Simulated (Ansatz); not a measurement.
# CaMoO4 (I4_1/a): given cell or relaxed cell?

How far does the choice of cell move the gap? The case is CaMoO4 (I4_1/a).

Program: Ansatz 0.2.0. Level of theory: r2SCAN, HSE06 and G0W0, plane waves, PAW. Results are calculated unless marked as measured.

**Experimental background.**

- Gap 4.5 ± 0.05 eV: direct optical gap from absorption edge; optical absorption; bulk crystal (thin platelet cleaved from flux-grown single crystal) (“The high-pressure behavior of CaMoO4”, 2017, arxiv:1709.09825).

This is a report of a sequence of runs, with most program output left out.

## Step 1: The structure

It takes space group I4_1/a (No. 88, tetragonal). The conventional cell has a = 5.224 Å, b = 5.224 Å, c = 11.428 Å, α = 90.00°, β = 90.00°, γ = 90.00°. Nearest to Ca lie 8 O at 2.44 to 2.47 Å. Mo has 4 O at 1.77 Å nearest. Nearest to O lie 1 Mo at 1.77 Å and 2 Ca at 2.44 to 2.47 Å. Farther neighbours and most contacts between anions are not listed.

The cell and positions come from the Crystallography Open Database and are kept as given unless a step says otherwise. The default PAW set here is soft_2. Its files were made with PBE.

## Step 2: r2SCAN bands at the given cell

The cheap functional maps the bands first; the places of the edges decide which points the dearer methods must see.

This step: DFT, r2SCAN, plane waves, PAW.

The input, input.yaml:

```yaml
crystal:
  lattice:
    - [-2.6118, 2.6118, 5.71425]
    - [2.6118, -2.6118, 5.71425]
    - [2.6118, 2.6118, -5.71425]
  atoms:
    - { symbol: Ca, position: [0.75, 0.25, 0.5] }
    - { symbol: Ca, position: [0.0, 0.0, 0.0] }
    - { symbol: Mo, position: [0.25, 0.75, 0.5] }
    - { symbol: Mo, position: [0.5, 0.5, 0.0] }
    - { symbol: O, position: [0.57776, 0.98246, 0.89142] }
    - { symbol: O, position: [0.73246, 0.34104, 0.9047] }
    - { symbol: O, position: [0.09104, 0.68634, 0.10858] }
    - { symbol: O, position: [0.43634, 0.82776, 0.0953] }
    - { symbol: O, position: [0.17224, 0.26754, 0.60858] }
    - { symbol: O, position: [0.01754, 0.90896, 0.5953] }
    - { symbol: O, position: [0.65896, 0.56366, 0.39142] }
    - { symbol: O, position: [0.31366, 0.42224, 0.4047] }
kpoints:
  mp_grid: { grid: [6, 6, 6] }
  band_path:
    path:
      - [[0.0, 0.0, 0.0], [0.0, 0.0, 0.5], [0.25, 0.25, 0.25], [0.0, 0.5, 0.0], [0.0, 0.0, 0.0], [0.5, 0.5, -0.5], [0.30222776, 0.69777224, -0.30222776]]
      - [[-0.30222776, 0.30222776, 0.30222776], [0.0, 0.0, 0.0]]
      - [[0.0, 0.0, 0.5], [-0.10445551, 0.10445551, 0.5]]
      - [[0.5, 0.5, -0.10445551], [0.5, 0.5, -0.5]]
    npoints: 10
hamiltonian:
  xc: r2scan
scf:
  occupations: { method: fermi_dirac, width: 0.02 }
  n_extra_bands: 8
output:
  eigenvalues: true
  forces: true
  stress: true
```

The run is started by

```console
$ ansatz run input.yaml --threads 24 --pin off --max-ram 82944MiB --backend cuda --events-out ev --progress --plain --runs-dir out --devices 1 --max-vram 78GiB
```

Wall time 2.8 s (1 × NVIDIA GB200 (shared by 2 runs) with 24 threads of Arm Neoverse V2, shared host); peak memory 1.3 GiB; 19 s of CPU time.

Numbers from this step:

- pressure: 0.4275 GPa
- filled bands: 48
- gap: 3.849 eV
- valence top at: Γ
- conduction bottom at: Γ
- least direct gap: 3.849 eV

The gap is direct, at Γ.

## Step 3: Relaxing cell and ions

Gaps follow bond lengths, so the structure is brought to rest first.

input.yaml, the sections that differ from step 2:

```yaml
kpoints:
  mp_grid: { grid: [6, 6, 6] }
scf:
  occupations: { method: fermi_dirac, width: 0.02 }
relax:
  f_tol: 0.01
  max_steps: 60
  cell: {}
# crystal, hamiltonian: as in step 2
# output: removed
```

It took 5.1 s on 1 × NVIDIA GB200 (shared by 2 runs) with 24 threads; peak memory 1.1 GiB; 34 s of CPU time.

Step by step:

```
step  energy less that of the first step (eV)  largest force component (eV/Å)  pressure (GPa)  volume (Å³)
   1                                   0.0000                          0.0830            0.43       155.92
   2                                  -0.0034                          0.0438            0.07       155.51
   3                                  -0.0040                          0.0202            0.01       155.28
   4                                  -0.0040                          0.0011            0.01       155.43
   5                                  -0.0037                          0.0011            0.01       155.43
```

The log counts 1 steps on a newly chosen plane-wave basis, not all of them marked here; energy and pressure can jump at such steps.

The run keeps the 8 symmetry operations that it works with, so distortions that break them were not tested.

```
conventional cell, symmetrised  before   after  change
                         a (Å)   5.224   5.226  +0.1 %
                         b (Å)   5.224   5.226  +0.1 %
                         c (Å)  11.428  11.380  -0.4 %
              volume (Å³/atom)   12.99   12.95  -0.3 %
```

The atoms that moved most (Å, as changes of fractional coordinates times the final cell):

```csv
atom,dx,dy,dz,length
O11,0.013,-0.005,-0.004,0.014
O5,0.013,-0.005,0.004,0.014
O10,-0.005,-0.013,-0.004,0.014
O9,-0.013,0.005,-0.004,0.014
O12,0.005,0.013,-0.004,0.014
O8,-0.005,-0.013,0.004,0.014
O7,-0.013,0.005,0.004,0.014
O6,0.005,0.013,0.004,0.014
```

## Step 4: r2SCAN at the relaxed cell

The input, input.yaml:

```yaml
crystal:
  lattice:
    - [-2.6132424917, 2.6132424917, 5.6901892587]
    - [2.6132424917, -2.6132424917, 5.6901892587]
    - [2.6132424917, 2.6132424917, -5.6901892587]
  atoms:
    - { symbol: Ca, position: [0.75, 0.25, 0.5] }
    - { symbol: Ca, position: [0.0, 0.0, 0.0] }
    - { symbol: Mo, position: [0.25, 0.75, 0.5] }
    - { symbol: Mo, position: [0.5, 0.5, 0.0] }
    - { symbol: O, position: [0.5772811871, 0.9852651805, 0.89297316] }
    - { symbol: O, position: [0.7352651805, 0.3422920205, 0.9079839934] }
    - { symbol: O, position: [0.0922920205, 0.684308027, 0.10702684] }
    - { symbol: O, position: [0.434308027, 0.8272811871, 0.0920160066] }
    - { symbol: O, position: [0.1727188129, 0.2647348195, 0.60702684] }
    - { symbol: O, position: [0.0147348195, 0.9077079795, 0.5920160066] }
    - { symbol: O, position: [0.6577079795, 0.565691973, 0.39297316] }
    - { symbol: O, position: [0.315691973, 0.4227188129, 0.4079839934] }
kpoints:
  mp_grid: { grid: [6, 6, 6] }
  band_path:
    path:
      - [[0.0, 0.0, 0.0], [0.0, 0.0, 0.5], [0.25, 0.25, 0.25], [0.0, 0.5, 0.0], [0.0, 0.0, 0.0], [0.5, 0.5, -0.5], [0.30222776, 0.69777224, -0.30222776]]
      - [[-0.30222776, 0.30222776, 0.30222776], [0.0, 0.0, 0.0]]
      - [[0.0, 0.0, 0.5], [-0.10445551, 0.10445551, 0.5]]
      - [[0.5, 0.5, -0.10445551], [0.5, 0.5, -0.5]]
    npoints: 10
hamiltonian:
  xc: r2scan
scf:
  occupations: { method: fermi_dirac, width: 0.02 }
  n_extra_bands: 8
output:
  eigenvalues: true
  forces: true
  stress: true
```

It took 2.9 s on 1 × NVIDIA GB200 (shared by 2 runs) with 24 threads; peak memory 1.3 GiB; 9.6 s of CPU time.

Numbers from this step:

| Property | Result |
| --- | --- |
| pressure | 0.006120 GPa |
| gap | 3.806 eV |
| valence top at | Γ |
| conduction bottom at | Γ |
| least direct gap | 3.806 eV |

The gap is direct, at Γ.

## Step 5: HSE06 at the relaxed cell

HSE06 mixes in a quarter of exact exchange at short range. Exchange couples all pairs of k points, which makes a full band path dear, so levels are read on the mesh and at chosen points.

This step: DFT, HSE06, plane waves, PAW.

input.yaml, as its differences from that of step 4:

```diff
@@ -19,14 +19,18 @@
 kpoints:
-  mp_grid: { grid: [6, 6, 6] }
+  mp_grid: { grid: [4, 4, 4] }
   band_path:
     path:
-      - [[0.0, 0.0, 0.0], [0.0, 0.0, 0.5], [0.25, 0.25, 0.25], [0.0, 0.5, 0.0], [0.0, 0.0, 0.0], [0.5, 0.5, -0.5], [0.30222776, 0.69777224, -0.30222776]]
-      - [[-0.30222776, 0.30222776, 0.30222776], [0.0, 0.0, 0.0]]
-      - [[0.0, 0.0, 0.5], [-0.10445551, 0.10445551, 0.5]]
-      - [[0.5, 0.5, -0.10445551], [0.5, 0.5, -0.5]]
-    npoints: 10
+      - [0.0, 0.0, 0.0]
+      - [0.0, 0.0, 0.5]
+      - [0.25, 0.25, 0.25]
+      - [0.0, 0.5, 0.0]
+      - [0.5, 0.5, -0.5]
+      - [0.30222776, 0.69777224, -0.30222776]
+      - [-0.30222776, 0.30222776, 0.30222776]
+      - [-0.10445551, 0.10445551, 0.5]
+    npoints: 1
 hamiltonian:
-  xc: r2scan
+  xc: hse06
 scf:
-  occupations: { method: fermi_dirac, width: 0.02 }
+  occupations: { method: fixed }
   n_extra_bands: 8
@@ -34,3 +38 @@
   eigenvalues: true
-  forces: true
-  stress: true
```

It took 9 s on 1 × NVIDIA GB200 (shared by 2 runs) with 24 threads; peak memory 1.8 GiB.

This step gave:

* gap: 4.885 eV
* valence top at: Γ
* conduction bottom at: Γ
* least direct gap: 4.885 eV

The gap stands +1.08 eV against r2SCAN.

## Step 6: G0W0 at the relaxed cell

Now the one-shot GW correction: screening in the RPA, then the self-energy of the levels asked for.

This step: G0W0 on r2SCAN, plane waves, PAW.

input.yaml, as its differences from that of step 5:

```diff
@@ -20,19 +20,11 @@
   mp_grid: { grid: [4, 4, 4] }
-  band_path:
-    path:
-      - [0.0, 0.0, 0.0]
-      - [0.0, 0.0, 0.5]
-      - [0.25, 0.25, 0.25]
-      - [0.0, 0.5, 0.0]
-      - [0.5, 0.5, -0.5]
-      - [0.30222776, 0.69777224, -0.30222776]
-      - [-0.30222776, 0.30222776, 0.30222776]
-      - [-0.10445551, 0.10445551, 0.5]
-    npoints: 1
 hamiltonian:
-  xc: hse06
+  xc: r2scan
 scf:
   occupations: { method: fixed }
-  n_extra_bands: 8
-output:
-  eigenvalues: true
+gw:
+  n_empty_bands: 331
+  ecut_chi: 96
+  qp_bands: [v4, c4]
+  qp_kpoints: band_edges
+  screening: { model: contour_deformation }
```

Run time: 11 s. Hardware: 1 × NVIDIA GB200 (shared by 2 runs) with 24 threads; peak memory 2.4 GiB; 39 s of CPU time.

Numbers from this step:

```
bands summed                                 : 379
RPA ε∞ on this mesh (eigenvalues)            : 3.511, 3.511, 3.526
plane waves in the screening matrix          : 321
G0W0 gap on the mesh                         : 5.569 eV
k of the valence top                         : 0, 0, 0
k of the conduction bottom                   : 0, 0, 0
starting gap on the mesh                     : 3.806 eV
least direct G0W0 gap on the computed points : 5.569 eV
```

The gap on the mesh goes from 3.81 eV to 5.57 eV, a correction of +1.76 eV. Between the two edge states, bare exchange in place of the xc potential would open the gap by 10.37 eV, and correlation takes back 8.60 eV.

## Step 7: G0W0 at the given cell

The input, input.yaml:

```yaml
crystal:
  lattice:
    - [-2.6118, 2.6118, 5.71425]
    - [2.6118, -2.6118, 5.71425]
    - [2.6118, 2.6118, -5.71425]
  atoms:
    - { symbol: Ca, position: [0.75, 0.25, 0.5] }
    - { symbol: Ca, position: [0.0, 0.0, 0.0] }
    - { symbol: Mo, position: [0.25, 0.75, 0.5] }
    - { symbol: Mo, position: [0.5, 0.5, 0.0] }
    - { symbol: O, position: [0.57776, 0.98246, 0.89142] }
    - { symbol: O, position: [0.73246, 0.34104, 0.9047] }
    - { symbol: O, position: [0.09104, 0.68634, 0.10858] }
    - { symbol: O, position: [0.43634, 0.82776, 0.0953] }
    - { symbol: O, position: [0.17224, 0.26754, 0.60858] }
    - { symbol: O, position: [0.01754, 0.90896, 0.5953] }
    - { symbol: O, position: [0.65896, 0.56366, 0.39142] }
    - { symbol: O, position: [0.31366, 0.42224, 0.4047] }
kpoints:
  mp_grid: { grid: [4, 4, 4] }
hamiltonian:
  xc: r2scan
scf:
  occupations: { method: fixed }
gw:
  n_empty_bands: 333
  ecut_chi: 96
  qp_bands: [v4, c4]
  qp_kpoints: band_edges
  screening: { model: contour_deformation }
```

Wall time 12 s (1 × NVIDIA GB200 (shared by 2 runs) with 24 threads); peak memory 2.5 GiB; 41 s of CPU time.

This step gave:

- bands summed: 381
- RPA ε∞ on this mesh (eigenvalues): 3.484, 3.484, 3.501
- plane waves in the screening matrix: 329
- G0W0 gap on the mesh: 5.630 eV
- k of the valence top: 0, 0, 0
- k of the conduction bottom: 0, 0, 0
- starting gap on the mesh: 3.849 eV
- least direct G0W0 gap on the computed points: 5.630 eV

The gap on the mesh goes from 3.85 eV to 5.63 eV, a correction of +1.78 eV. Between the two edge states, bare exchange in place of the xc potential would open the gap by 10.37 eV, and correlation takes back 8.59 eV.

## Step 8: Together

G0W0 rows are gaps on the mesh, lowered by the amount that the mesh misses the start's edges, a rough step that assumes the same correction there.

```
      level  given cell (eV)  relaxed cell (eV)  change (eV)
     r2SCAN             3.85               3.81        −0.04
      HSE06                -               4.89            -
G0W0@r2SCAN             5.63               5.57        −0.06
```

## Step 9: Summary of results

```
volume change             : −0.3 %
r2SCAN, given cell        : 3.85 eV
r2SCAN, relaxed cell      : 3.81 eV
HSE06, relaxed cell       : 4.89 eV
G0W0@r2SCAN, relaxed cell : 5.57 eV
G0W0@r2SCAN, given cell   : 5.63 eV
known limits              : not at the basis limit; no spin-orbit coupling
```

What this shows: Relaxation changes the volume by −0.3 % and the gap by −0.04 eV (r2SCAN) and −0.06 eV (G0W0@r2SCAN). Bands and cutoff are finite, so the gap is not at the basis limit. The miss can reach some tenths of an eV and take either sign; the mesh is an error of its own. The many-body steps are scalar-relativistic: spin-orbit coupling is not in them.

[Paths, hosts, dates, memory and timing lines, banners, echoed tables and standing remarks are left out of the program output.]

[Logs are printed without paths, hosts, clocks, repeated set-up lines and the standing remarks that a program may print on its own settings, such as how far it seeks lower states.]

[Runs of the session that timed out or met a known fault of the program may be left out.]

[Cells called generated may have been cut or substituted from an entry of the Crystallography Open Database or the Materials Project.]

[Hosts, paths, dates, database ids (printed as entryN), source tags and the programs' standing remarks are cut or masked in the printed files.]
